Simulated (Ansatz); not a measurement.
# NaVSe3 (model cell, started as cubic perovskite with V in the octahedra): following an unstable mode, part 2 of 3

Aim: this structure of NaVSe3 (model cell, started as cubic perovskite with V in the octahedra) is to be tested for unstable modes, and one is followed downhill.

Ansatz 0.2.0; DFT PBE, scalar-relativistic, plane waves, PAW; PAW set soft_1.

So far, highest frequency on the path or at a solved wavevector (cm⁻¹): step 2 (response at finite wavevector) 252. Also lowest frequency on the path (cm⁻¹): step 2 -133.

The structure was built from a prototype and need not be the compound's stable phase.

## (5) Energy along the mode, all amplitudes (two of the runs are shown above)

An imaginary frequency means negative curvature, so the energy should fall and then rise again as anharmonic terms take over.

This step gave:

| Property | Result |
| --- | --- |
| depth at the lowest point sampled | 17.62 meV/atom |
| largest atomic shift at that point | 0.32 Å |

The energy from the parent by largest atomic shift:

| largest atomic shift (Å) | energy from the parent (meV/atom) |
| --- | --- |
| 0.000 | 0 |
| 0.040 | -0.514 |
| 0.080 | -1.85 |
| 0.140 | -4.79 |
| 0.220 | -10.6 |
| 0.320 | -17.6 |
| 0.450 | -13.8 |
| 0.600 | 25.8 |

Displacement at unit largest shift by atom:

```
atom   x (Å)   y (Å)  z (Å)   size
 Na1   0.000   0.000  0.000  0.000
 Na2   0.000   0.000  0.000  0.000
  V3   0.707  -0.707  0.000  1.000
  V4  -0.707   0.707  0.000  1.000
 Se5   0.000   0.000  0.000  0.000
 Se6   0.000   0.000  0.000  0.000
 Se7  -0.251  -0.104  0.000  0.272
 Se8   0.251   0.104  0.000  0.272
 Se9   0.104   0.251  0.000  0.272
Se10  -0.104  -0.251  0.000  0.272
```

The lowest of the steps tried is at 0.32 Å, 17.6 meV/atom below the parent; the bottom of the well need not coincide with a step.

## (6) Relaxation from the frozen mode

Starting from the lowest point found, all atoms and the cell are let go, so that strain and other modes of the same symmetry can join in.

The input, input.yaml:

```yaml
crystal:
  lattice:
    - [4.8932201373, 0.0, 0.0]
    - [0.0, 4.8932201373, 0.0]
    - [0.0, 0.0, 9.7864402746]
  atoms:
    - { symbol: Na, position: [0.0, 0.0, 0.0] }
    - { symbol: Na, position: [0.0, 0.0, 0.5] }
    - { symbol: V, position: [0.5462423851, 0.4537576149, 0.25] }
    - { symbol: V, position: [0.4537576149, 0.5462423851, 0.75] }
    - { symbol: Se, position: [0.5, 0.5, 0.0] }
    - { symbol: Se, position: [0.5, 0.5, 0.5] }
    - { symbol: Se, position: [0.4835536574, -0.0067878203, 0.25] }
    - { symbol: Se, position: [0.5164463426, 0.0067878203, 0.75] }
    - { symbol: Se, position: [0.0067878203, 0.5164463426, 0.25] }
    - { symbol: Se, position: [-0.0067878203, 0.4835536574, 0.75] }
kpoints:
  mp_grid: { grid: [8, 8, 4] }
hamiltonian:
  xc: pbe
  pseudopotentials: { kind: paw, azcp: { folder: soft_1 } }
scf:
  occupations: { method: methfessel_paxton, width: 0.2 }
output:
  forces: true
  stress: true
  eigenvalues: true
  write_density: true
  write_potential: true
  elf: true
  volumetric_format: npy
relax:
  adjacent_minimum: "off"
  f_tol: 0.002
  max_steps: 120
  cell: { stress_tol: 0.03 }
```

Started as:

```sh
$ ansatz run input.yaml --threads 4 --pin off --max-ram 16384MiB --backend cpu --events-out ev --progress --plain --runs-dir out
```

Numbers of over 12 decimals in the logs are rounded to 6 here.

The program printed:

```text
[...]
Crystal: 10 atoms, lattice volume = 234.323 Å³
Basis set: ecut = 420 eV, 4573 PW (Γ), exchange–correlation on 72×72×144 points (8 copies of the dense FFT grid, shifted against one another)
Bands: 84, of which v1, the nominal top of the filled ones, is band 70 counted from 1 (69 counted from 0)
Symmetry: 8 space group operations
[...]
k-points: 63 of 256
[...]
SCF iter   1: F=—  HF=-41630.846848 eV  |F-HF|=—  |Δ(HF+E_count)|=         —  Δρ=2.49e-1  dr2=2.41e2  ethr=3.10e-3  ⟨swp⟩=5.9  Hψ=17778  notcnv=0
[...]
SCF iter  11: F=-41617.118070 eV  HF=-41617.118070 eV  |F-HF|=2.59e-9  |Δ(HF+E_count)|=   4.33e-9  S|Δr|=    0.00e0  Δρ=1.02e-6  dr2=1.90e-9  ethr=7.14e-11  ⟨swp⟩=14.0  Hψ=33473  notcnv=0
SCF 1 converged in 11 iterations: F = -41617.118070 eV  dr2 = 1.90e-9
[...]
relax step   1: F+E_penalty+E_count = -41617.11806973 eV  Δ(F+E_penalty+E_count) = +0.000e0 eV  max|allowed force component| = 3.327e-1 eV/Å  Δτ_max = 0.0000 Å  P = +1.139 GPa  Ω = 234.323 Å³  (11 SCF iters, dr2 threshold 1.00e-7 eV, accepted)
Crystal: 10 atoms, lattice volume = 236.158 Å³
Basis set: ecut = 420 eV, 4625 PW (Γ), exchange–correlation on 72×72×144 points (8 copies of the dense FFT grid, shifted against one another)
[...]
SCF iter   7: F=-41617.225773 eV  HF=-41617.225773 eV  |F-HF|=5.26e-7  |Δ(HF+E_count)|=   1.07e-6  S|Δr|=    0.00e0  Δρ=1.31e-5  dr2=6.35e-7  ethr=7.14e-10  ⟨swp⟩=12.0  Hψ=47088  notcnv=0
SCF 2 converged in 7 iterations: F = -41617.225773 eV  dr2 = 6.35e-7
relax step   2: F+E_penalty+E_count = -41617.22577256 eV  Δ(F+E_penalty+E_count) = -1.077e-1 eV  max|allowed force component| = 2.397e-1 eV/Å  Δτ_max = 0.1485 Å  P = -0.029 GPa  Ω = 236.158 Å³  energy of the carried Pulay correction = -3.528e-4 eV  (7 SCF iters, dr2 threshold 1.00e-6 eV, accepted)
Crystal: 10 atoms, lattice volume = 238.976 Å³
Basis set: ecut = 420 eV, 4669 PW (Γ), exchange–correlation on 72×72×144 points (8 copies of the dense FFT grid, shifted against one another)
[...]
SCF iter   7: F=-41617.276966 eV  HF=-41617.276966 eV  |F-HF|=4.59e-8  |Δ(HF+E_count)|=   1.78e-7  S|Δr|=    0.00e0  Δρ=6.78e-6  dr2=6.44e-8  ethr=7.14e-10  ⟨swp⟩=11.2  Hψ=46193  notcnv=0
SCF 3 converged in 7 iterations: F = -41617.276966 eV  dr2 = 6.44e-8
  Residual-converged pass: ⟨swp⟩=1.0  Hψ=5546  notcnv=0  max |occ|·‖R‖ = 7.1e-9 eV (tolerance 1.0e-8 eV)  dr2=6.44e-8  dr2_onsite=2.77e-8  max |Δocc| = 3.8e-11
[...]
relax step   3: F+E_penalty+E_count = -41617.27696624 eV  Δ(F+E_penalty+E_count) = -5.119e-2 eV  max|allowed force component| = 2.738e-1 eV/Å  Δτ_max = 0.0718 Å  P = -0.541 GPa  Ω = 238.976 Å³  energy of the carried Pulay correction = -8.890e-4 eV  (7 SCF iters, dr2 threshold 1.00e-6 eV, accepted)
[... from here on, the SCF cycles and remarks between the steps are left out ...]
relax step   4: F+E_penalty+E_count = -41617.34131823 eV  Δ(F+E_penalty+E_count) = -6.435e-2 eV  max|allowed force component| = 1.992e-1 eV/Å  Δτ_max = 0.1209 Å  P = -0.127 GPa  Ω = 240.020 Å³  energy of the carried Pulay correction = -1.086e-3 eV  (6 SCF iters, dr2 threshold 1.00e-6 eV, accepted)
relax step   5: F+E_penalty+E_count = -41617.37127608 eV  Δ(F+E_penalty+E_count) = -2.996e-2 eV  max|allowed force component| = 1.356e-1 eV/Å  Δτ_max = 0.0376 Å  P = +0.275 GPa  Ω = 241.281 Å³  energy of the carried Pulay correction = -1.323e-3 eV  (6 SCF iters, dr2 threshold 1.00e-6 eV, accepted)
relax step   6: F+E_penalty+E_count = -41617.39950708 eV  Δ(F+E_penalty+E_count) = -2.823e-2 eV  max|allowed force component| = 4.009e-2 eV/Å  Δτ_max = 0.0497 Å  P = +0.434 GPa  Ω = 247.152 Å³  energy of the carried Pulay correction = -2.410e-3 eV  (6 SCF iters, dr2 threshold 1.00e-6 eV, accepted)
relax step   7: F+E_penalty+E_count = -41617.46004107 eV  Δ(F+E_penalty+E_count) = -6.053e-2 eV  max|allowed force component| = 1.305e-1 eV/Å  Δτ_max = 0.0850 Å  P = +0.496 GPa  Ω = 255.952 Å³  energy of the carried Pulay correction = -3.990e-3 eV  (7 SCF iters, dr2 threshold 1.00e-6 eV, accepted)
relax step   8: F+E_penalty+E_count = -41617.50678432 eV  Δ(F+E_penalty+E_count) = -4.674e-2 eV  max|allowed force component| = 3.535e-1 eV/Å  Δτ_max = 0.0889 Å  P = +0.536 GPa  Ω = 262.752 Å³  energy of the carried Pulay correction = -5.173e-3 eV  (8 SCF iters, dr2 threshold 1.00e-6 eV, accepted)
relax step   9: F+E_penalty+E_count = -41617.51141310 eV  Δ(F+E_penalty+E_count) = -4.629e-3 eV  max|allowed force component| = 1.941e-1 eV/Å  Δτ_max = 0.1179 Å  P = +0.108 GPa  Ω = 264.289 Å³  energy of the carried Pulay correction = -5.436e-3 eV  (8 SCF iters, dr2 threshold 1.00e-6 eV, accepted)
relax step  10: F+E_penalty+E_count = -41617.54521408 eV  Δ(F+E_penalty+E_count) = -3.380e-2 eV  max|allowed force component| = 1.387e-1 eV/Å  Δτ_max = 0.0618 Å  P = -0.320 GPa  Ω = 266.884 Å³  energy of the carried Pulay correction = -5.876e-3 eV  (7 SCF iters, dr2 threshold 1.00e-6 eV, accepted)
relax step  11: F+E_penalty+E_count = -41617.55741386 eV  Δ(F+E_penalty+E_count) = -1.220e-2 eV  max|allowed force component| = 2.852e-2 eV/Å  Δτ_max = 0.0289 Å  P = -0.114 GPa  Ω = 267.178 Å³  energy of the carried Pulay correction = -5.925e-3 eV  (7 SCF iters, dr2 threshold 1.00e-6 eV, accepted)
relax step  12: F+E_penalty+E_count = -41617.57695549 eV  Δ(F+E_penalty+E_count) = -1.954e-2 eV  max|allowed force component| = 1.777e-1 eV/Å  Δτ_max = 0.0790 Å  P = +0.291 GPa  Ω = 269.655 Å³  energy of the carried Pulay correction = -6.341e-3 eV  (8 SCF iters, dr2 threshold 2.23e-7 eV, accepted)
relax step  13: F+E_penalty+E_count = -41617.58913537 eV  Δ(F+E_penalty+E_count) = -1.218e-2 eV  max|allowed force component| = 1.873e-1 eV/Å  Δτ_max = 0.0868 Å  P = +0.523 GPa  Ω = 270.915 Å³  energy of the carried Pulay correction = -6.551e-3 eV  (7 SCF iters, dr2 threshold 1.00e-6 eV, accepted)
relax step  14: F+E_penalty+E_count = -41617.59340666 eV  Δ(F+E_penalty+E_count) = -4.271e-3 eV  max|allowed force component| = 3.641e-2 eV/Å  Δτ_max = 0.0024 Å  P = -0.216 GPa  Ω = 273.912 Å³  energy of the carried Pulay correction = -7.046e-3 eV  (6 SCF iters, dr2 threshold 1.00e-6 eV, accepted)
relax step  15: F+E_penalty+E_count = -41617.59439080 eV  Δ(F+E_penalty+E_count) = -9.841e-4 eV  max|allowed force component| = 1.714e-2 eV/Å  Δτ_max = 0.0108 Å  P = +0.011 GPa  Ω = 272.005 Å³  energy of the carried Pulay correction = -6.732e-3 eV  (8 SCF iters, dr2 threshold 1.93e-7 eV, accepted)
[...]
relax step  18: F+E_penalty+E_count = -41617.78958508 eV  Δ(F+E_penalty+E_count) = -6.641e-2 eV  max|allowed force component| = 3.320e-2 eV/Å  Δτ_max = 0.0439 Å  P = +0.400 GPa  Ω = 279.586 Å³  energy of the carried Pulay correction = -1.237e-3 eV  (7 SCF iters, dr2 threshold 1.00e-6 eV, accepted)
relax step  19: F+E_penalty+E_count = -41617.85232165 eV  Δ(F+E_penalty+E_count) = -6.274e-2 eV  max|allowed force component| = 1.081e-1 eV/Å  Δτ_max = 0.0652 Å  P = +0.389 GPa  Ω = 288.220 Å³  energy of the carried Pulay correction = -3.041e-3 eV  (7 SCF iters, dr2 threshold 1.00e-6 eV, accepted)
relax step  20: F+E_penalty+E_count = -41617.88905491 eV  Δ(F+E_penalty+E_count) = -3.673e-2 eV  max|allowed force component| = 6.229e-2 eV/Å  Δτ_max = 0.0561 Å  P = +0.043 GPa  Ω = 295.747 Å³  energy of the carried Pulay correction = -4.922e-3 eV  (7 SCF iters, dr2 threshold 1.00e-6 eV, accepted)
relax step  21: F+E_penalty+E_count = -41617.90232327 eV  Δ(F+E_penalty+E_count) = -1.327e-2 eV  max|allowed force component| = 1.274e-1 eV/Å  Δτ_max = 0.0641 Å  P = +0.188 GPa  Ω = 303.181 Å³  energy of the carried Pulay correction = -7.090e-3 eV  (8 SCF iters, dr2 threshold 2.42e-7 eV, accepted)
relax step  22: F+E_penalty+E_count = -41617.90778408 eV  Δ(F+E_penalty+E_count) = -5.461e-3 eV  max|allowed force component| = 1.018e-2 eV/Å  Δτ_max = 0.0111 Å  P = -0.067 GPa  Ω = 303.754 Å³  energy of the carried Pulay correction = -7.279e-3 eV  (7 SCF iters, dr2 threshold 1.00e-6 eV, accepted)
relax step  23: F+E_penalty+E_count = -41617.90875913 eV  Δ(F+E_penalty+E_count) = -9.750e-4 eV  max|allowed force component| = 1.031e-2 eV/Å  Δτ_max = 0.0032 Å  P = +0.027 GPa  Ω = 303.250 Å³  energy of the carried Pulay correction = -7.124e-3 eV  (7 SCF iters, dr2 threshold 5.35e-8 eV, accepted)
relax step  24: F+E_penalty+E_count = -41617.90893435 eV  Δ(F+E_penalty+E_count) = -1.752e-4 eV  max|allowed force component| = 1.758e-3 eV/Å  Δτ_max = 0.0038 Å  P = -0.006 GPa  Ω = 303.226 Å³  energy of the carried Pulay correction = -7.119e-3 eV  (8 SCF iters, dr2 threshold 6.64e-9 eV, accepted)
relax step  25: F+E_penalty+E_count = -41617.90880392 eV  Δ(F+E_penalty+E_count) = +1.304e-4 eV  max|allowed force component| = 1.705e-2 eV/Å  Δτ_max = 0.0020 Å  P = -0.010 GPa  Ω = 303.228 Å³  energy of the carried Pulay correction = -7.121e-3 eV  (9 SCF iters, rejected (line search))
relax step  26: F+E_penalty+E_count = -41617.90893166 eV  Δ(F+E_penalty+E_count) = +2.688e-6 eV  max|allowed force component| = 7.473e-4 eV/Å  Δτ_max = 0.0007 Å  P = +0.001 GPa  Ω = 303.266 Å³  energy of the carried Pulay correction = -7.132e-3 eV  (8 SCF iters, accepted)
relax step  27: F+E_penalty+E_count = -41617.93784918 eV  Δ(F+E_penalty+E_count) = -2.892e-2 eV  max|allowed force component| = 1.524e-3 eV/Å  Δτ_max = 0.0000 Å  P = +0.121 GPa  Ω = 303.266 Å³  stress off target by 3.57e-1 GPa  SCF on the basis re-selected at this cell (its energy is not comparable with the rows above)  (10 SCF iters)
relax step  28: F+E_penalty+E_count = -41617.94739246 eV  Δ(F+E_penalty+E_count) = -9.543e-3 eV  max|allowed force component| = 1.751e-2 eV/Å  Δτ_max = 0.0224 Å  P = +0.115 GPa  Ω = 306.948 Å³  energy of the carried Pulay correction = -5.504e-4 eV  (6 SCF iters, dr2 threshold 3.19e-7 eV, accepted)
relax step  29: F+E_penalty+E_count = -41617.95617494 eV  Δ(F+E_penalty+E_count) = -8.782e-3 eV  max|allowed force component| = 3.431e-2 eV/Å  Δτ_max = 0.0363 Å  P = +0.119 GPa  Ω = 312.223 Å³  energy of the carried Pulay correction = -1.418e-3 eV  (7 SCF iters, dr2 threshold 2.02e-7 eV, accepted)
relax step  30: F+E_penalty+E_count = -41617.95845479 eV  Δ(F+E_penalty+E_count) = -2.280e-3 eV  max|allowed force component| = 2.872e-2 eV/Å  Δτ_max = 0.0331 Å  P = +0.077 GPa  Ω = 317.671 Å³  energy of the carried Pulay correction = -2.418e-3 eV  (7 SCF iters, dr2 threshold 1.27e-7 eV, accepted)
relax step  31: F+E_penalty+E_count = -41617.95843103 eV  Δ(F+E_penalty+E_count) = +2.376e-5 eV  max|allowed force component| = 1.719e-2 eV/Å  Δτ_max = 0.0013 Å  P = -0.034 GPa  Ω = 318.482 Å³  energy of the carried Pulay correction = -2.576e-3 eV  (6 SCF iters, dr2 threshold 5.16e-8 eV, accepted)
relax step  32: F+E_penalty+E_count = -41617.95846258 eV  Δ(F+E_penalty+E_count) = -3.154e-5 eV  max|allowed force component| = 6.083e-4 eV/Å  Δτ_max = 0.0016 Å  P = +0.000 GPa  Ω = 318.552 Å³  energy of the carried Pulay correction = -2.589e-3 eV  (6 SCF iters, dr2 threshold 1.85e-8 eV, accepted)
[...]
SCF iter   9: F=-41617.961902 eV  HF=-41617.961902 eV  |F-HF|=3.64e-11  |Δ(HF+E_count)|=  4.51e-10  S|Δr|=    0.00e0  Δρ=5.02e-8  dr2=1.79e-11  ethr=1.00e-12  ⟨swp⟩=6.7  Hψ=25055  notcnv=0
SCF 33 converged in 9 iterations: F = -41617.961902 eV  dr2 = 1.79e-11
relax step  33: F+E_penalty+E_count = -41617.96190204 eV  Δ(F+E_penalty+E_count) = -3.439e-3 eV  max|allowed force component| = 1.029e-3 eV/Å  Δτ_max = 0.0000 Å  P = +0.001 GPa  Ω = 318.552 Å³  stress off target by 1.92e-2 GPa  SCF on the basis re-selected at this cell (its energy is not comparable with the rows above)  (9 SCF iters)
[...]
SCF converged after 9 iterations
[...]
Free energy (F): -41617.961902 eV
[...]
Internal energy: -41617.981501 eV  (E = F + TS)
E sigma→0 (E₀):  -41617.966802 eV
Entropy (-TS):   0.019599 eV (1.960 meV/atom)
Fermi energy:    3.443460 eV
[...]
--- Forces (eV/Å), atoms counted from 1 ---
  atom   1  Na     0.00000000    -0.00000000     0.00000000
  atom   2  Na    -0.00000000     0.00000000     0.00000000
  atom   3  V      0.00102853    -0.00102853     0.00000000
  atom   4  V     -0.00102853     0.00102853     0.00000000
  atom   5  Se    -0.00000000     0.00000000     0.00000000
  atom   6  Se     0.00000000    -0.00000000     0.00000000
  atom   7  Se    -0.00022430     0.00100426     0.00000000
  atom   8  Se     0.00022430    -0.00100426     0.00000000
  atom   9  Se    -0.00100426     0.00022430     0.00000000
  atom  10  Se     0.00100426    -0.00022430     0.00000000
  max |Σ_I F_I| component: 0.00e0 eV/Å
--- Stress (GPa, compression-positive) ---
        0.005610       0.013598       0.000000
        0.013598       0.005610       0.000000
        0.000000       0.000000      -0.008816
  P = ⅓ Tr σ = 0.0008 GPa (0.008 kbar)
--- Band table (eV; the first three rows and the last of 63) ---
  k-point 0: bands = [... 66 lower, 2.2080, 2.6480, 2.8896, 3.0416, 3.5076, 4.2792, 4.4154, 4.8666, ... 10 higher]
  k-point 1: bands = [... 66 lower, 2.0234, 2.4933, 2.7732, 3.0002, 4.0989, 4.4183, 4.4473, 4.7055, ... 10 higher]
  k-point 2: bands = [... 66 lower, 1.8155, 1.8155, 2.9832, 2.9832, 4.5341, 4.5341, 4.6828, 4.6828, ... 10 higher]
  k-point 62: bands = [... 66 lower, 2.7966, 2.7966, 3.4314, 3.4314, 4.5657, 4.5657, 4.6011, 4.6011, ... 10 higher]
--- Relaxed structure (30 steps of the walk, 29 accepted, 3 SCFs on fresh bases) ---
  F+E_penalty+E_count = -41617.96190204 eV   max|allowed force component| = 1.029e-3 eV/Å   (the final SCF, on the basis selected at the relaxed cell)
  cell:  # Å, volume = 318.5515 Å³
    - [6.455139, 0.755905, 0.0]
    - [0.755905, 6.455139, 0.0]
    - [0.0, 0.0, 7.751129]
  atoms:
    - { symbol: Na, position: [1.3194632074562122e-18, -9.328194967910395e-19, 0] }
    - { symbol: Na, position: [1.3194632074562124e-18, -9.328194967910385e-19, 0.5] }
    - { symbol: V, position: [0.658941, 0.341059, 0.25] }
    - { symbol: V, position: [0.341059, 0.658941, 0.75] }
    - { symbol: Se, position: [0.5, 0.5, 0] }
    - { symbol: Se, position: [0.5, 0.5, 0.5] }
    - { symbol: Se, position: [0.639167, 0.00144542, 0.25] }
    - { symbol: Se, position: [0.360833, -0.00144542, 0.75] }
    - { symbol: Se, position: [-0.00144542, 0.360833, 0.25] }
    - { symbol: Se, position: [0.00144542, 0.639167, 0.75] }
```

Elapsed: 17 min, on 4 threads of Arm Neoverse V1, shared host; peak memory 1.6 GiB; 69 min of CPU time.

The steps of the relaxation (22 of 33):

| step | energy less that of the first step (eV) | largest force component (eV/Å) | pressure (GPa) | volume (Å³) |
| --- | --- | --- | --- | --- |
| 1 | 0.0000 | 0.3327 | 1.14 | 234.32 |
| 3 | -0.1589 | 0.2738 | -0.54 | 238.98 |
| 4 | -0.2232 | 0.1992 | -0.13 | 240.02 |
| 6 | -0.2814 | 0.0401 | 0.43 | 247.15 |
| 7 | -0.3420 | 0.1305 | 0.50 | 255.95 |
| 9 | -0.3933 | 0.1941 | 0.11 | 264.29 |
| 10 | -0.4271 | 0.1387 | -0.32 | 266.88 |
| 12 | -0.4589 | 0.1777 | 0.29 | 269.66 |
| 13 | -0.4711 | 0.1873 | 0.52 | 270.91 |
| 15 | -0.4763 | 0.0171 | 0.01 | 272.01 |
| 16 | -0.4764 | 0.0011 | 0.00 | 272.50 |
| 18 | -0.6715 | 0.0332 | 0.40 | 279.59 |
| 19 | -0.7343 | 0.1081 | 0.39 | 288.22 |
| 21 | -0.7843 | 0.1274 | 0.19 | 303.18 |
| 22 | -0.7897 | 0.0102 | -0.07 | 303.75 |
| 24 | -0.7909 | 0.0018 | -0.01 | 303.23 |
| 25 | -0.7907 | 0.0170 | -0.01 | 303.23 |
| 27* | -0.8198 | 0.0015 | 0.12 | 303.27 |
| 28 | -0.8293 | 0.0175 | 0.12 | 306.95 |
| 30 | -0.8404 | 0.0287 | 0.08 | 317.67 |
| 31 | -0.8404 | 0.0172 | -0.03 | 318.48 |
| 33* | -0.8438 | 0.0010 | 0.00 | 318.55 |

Relaxation steps marked * repeat the geometry before them on a plane-wave basis chosen anew for their cell, so energy and pressure can jump there. Other such steps can lie between the rows shown. Relaxation step 25 was tried and not accepted.

The run keeps the 8 symmetry operations that it works with, so distortions that break them were not tested.

| cell as run | before | after | change |
| --- | --- | --- | --- |
| a (Å) | 4.893 | 6.499 | +32.8 % |
| b (Å) | 4.893 | 6.499 | +32.8 % |
| c (Å) | 9.786 | 7.751 | -20.8 % |
| γ (°) | 90.00 | 76.64 | -14.8 % |
| volume (Å³/atom) | 23.43 | 31.86 | +35.9 % |

The atoms that moved most (Å, as changes of fractional coordinates times the final cell):

| atom | dx | dy | dz | length |
| --- | --- | --- | --- | --- |
| Se7 | 1.011 | 0.171 | 0.000 | 1.025 |
| Se10 | 0.171 | 1.011 | 0.000 | 1.025 |
| Se9 | -0.171 | -1.011 | 0.000 | 1.025 |
| Se8 | -1.011 | -0.171 | 0.000 | 1.025 |
| V4 | -0.642 | 0.642 | 0.000 | 0.908 |
| V3 | 0.642 | -0.642 | 0.000 | 0.908 |

Numbers from this step:

| Item | Value |
| --- | --- |
| pressure | 8.01e-4 GPa |
| volume per atom | 31.86 Å³ |
| gap on the k-mesh | 0.07320 eV |

ELF in the bc plane of the conventional cell at fractional x = 0.000, with atoms of Na and V and Se within 0.2 Å of it. It is the smooth field of the valence electrons, not physical close to the nuclei.

Ten even steps from '0' (0.00) to '9' (0.78), each cell a mean:
```
57400137996348984110166
65200036999889841111025
11000014799996321012101
00000002468743565112210
00000000123315898312211
00000000012115898412221
00000001245524787312210
00000013689974343112100
43000025899998521111013
66300037998679963110046
47400137995138984100165
56300126996348985100166
64001113699889984100046
10012112358999863000001
00122136643687531000000
01231269872233100000000
01231279873122100000000
01222158852455310000000
00122113435898742000000
42011101479999974100024
66201124898669985100157
46400137995138985200165
```
Columns run along b (8.1 Å), rows up along c (7.8 Å), edges of the conventional cell, whose origin can differ from the input's. Atoms in or near the plane, at fractional coordinates: Na at (0.00, 0.00), Na at (0.00, 0.50), V at (0.34, 0.25), V at (0.66, 0.75), Se at (0.50, 0.00), Se at (0.50, 0.50).

Valence density in the bc plane of the conventional cell at fractional x = 0.000, with atoms of Na and V and Se within 0.2 Å of it. It is the smooth field of the valence electrons, not physical close to the nuclei.

Ten steps, logarithmic in the rise over the least value, from '0' (0 e/Å³) to '9' (45 e/Å³), each cell a mean:
```
75100000125873100000036
31000000012432100000013
00000000001121111000000
00000000000112343100000
00000000000013675300000
00000000000014676310000
00000000000012565200000
00000000001111232000000
10000000011222110000001
53000000014652100000015
85100000126984100000037
75100000125873100000036
31000000122432100000003
00000001111211000000000
00000024431100000000000
00000146652000000000000
00000157752000000000000
00000135641000000000000
00000012221110000000000
10000000112221000000001
53000000124652100000015
85100000126984100000037
```
Columns run along b (8.1 Å), rows up along c (7.8 Å), edges of the conventional cell, whose origin can differ from the input's. Atoms in or near the plane, at fractional coordinates: Na at (0.00, 0.00), Na at (0.00, 0.50), V at (0.34, 0.25), V at (0.66, 0.75), Se at (0.50, 0.00), Se at (0.50, 0.50).

[end of part 2 of 3]

[Logs are printed without paths, hosts, clocks, repeated set-up lines and the standing remarks that a program may print on its own settings, such as how far it seeks lower states.]

[Hosts, paths, dates, database ids (printed as entryN), source tags and the programs' standing remarks are cut or masked in the printed files.]
